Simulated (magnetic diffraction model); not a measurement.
**NaCeTe6P2: the ordered moment from one line**

Space group P2_1 (no. 4), a = 6.6950 Å, b = 7.5400 Å, c = 10.1920 Å, β = 91.38°.

| site | atom | x | y | z |
| --- | --- | --- | --- | --- |
| 2a | Ce | 0.2831 | 0.0007 | 0.4972 |
| 2a | Te | 0.3531 | 0.6312 | 0.0102 |
| 2a | Te | 0.0931 | 0.9131 | 0.7572 |
| 2a | Te | 0.0946 | 0.9334 | 0.2284 |
| 2a | Te | 0.1295 | 0.6379 | 0.5238 |
| 2a | Te | 0.5663 | 0.8073 | 0.3290 |
| 2a | Te | 0.4288 | 0.3054 | 0.3278 |
| 2a | P | 0.3128 | 0.7323 | 0.2081 |
| 2a | P | 0.1862 | 0.5107 | 0.3239 |
| 2a | Na | 0.8109 | 0.7136 | 0.0083 |

The compound is invented for this exercise: a known structure type with other elements, its cell scaled to their sizes and not relaxed.

Only Ce is taken to order (form factors of Ce3+); orders and moment sizes are assumed, and not adapted to the symmetry. Radiation: neutrons of λ = 1.594 Å, 3° to 30°; isotropic B of 0.47 Å² (Ce), 0.35 Å² (Te), 0.62 Å² (P) and 0.62 Å² (Na). Simulated constant-wavelength pattern: nuclear and magnetic terms add, the magnetic one as |2.695 fm × Σ f S⊥ exp(2πi Q·r) exp(−B s²)|², summed over all Q at one angle with the factor 1/(sin²θ cos θ). For collinear order S is the moment m, which repeats by lattice and centring translations R with the sign exp(−2πi k·R). Free-ion form factors, Sears's scattering lengths of 1992, no absorption; a label names one of the reflections at its angle. The strongest nuclear line in the range is 100, and lines under 0.2 are left out.

In a first state the assumed order is k = (0 0 0), collinear moments along [101], 1.2 μB on Ce; signs + at (0.2831, 0.0007, 0.4972), + at (0.7169, 0.5007, 0.5028), with this pattern:

| 2θ (°) | index | nuclear | magnetic |
| --- | --- | --- | --- |
| 8.97 | (0 0 1) | 94.0 | 6.4 |
| 13.68 | (1 0 0) | 0.0 | 0.3 |
| 15.11 | (0 1 1) | 58.9 | 0.0 |
| 16.20 | (1 0 -1) | 42.0 | 0.3 |
| 16.56 | (1 0 1) | 54.2 | 0.0 |
| 18.00 | (0 0 2) | 16.8 | 1.5 |
| 18.32 | (1 1 0) | 50.9 | 8.1 |
| 20.29 | (1 1 -1) | 9.8 | 7.8 |
| 20.58 | (1 1 1) | 8.6 | 3.5 |
| 21.77 | (0 1 2) | 23.6 | 0.0 |
| 22.41 | (1 0 -2) | 1.5 | 0.2 |
| 22.94 | (1 0 2) | 2.7 | 0.0 |
| 24.41 | (0 2 0) | 2.4 | 2.7 |
| 25.56 | (1 1 -2) | 9.1 | 4.2 |
| 26.03 | (1 1 2) | 1.3 | 1.0 |
| 26.05 | (0 2 1) | 31.6 | 4.3 |
(The table stops after 16 lines; 8 more lie at higher angle.)

**Question.** Nearer the ordering temperature the line at 18.32° has total intensity 56.7 on the same scale, and all moments have shrunk alike. How large is the Ce moment?

The nuclear part, 50.9, stays, so the magnetic part is 5.8 against 8.1. It goes as m², so m = 1.2 × √(5.8/8.1) = 1.02 μB; the value used was 1.02 μB.
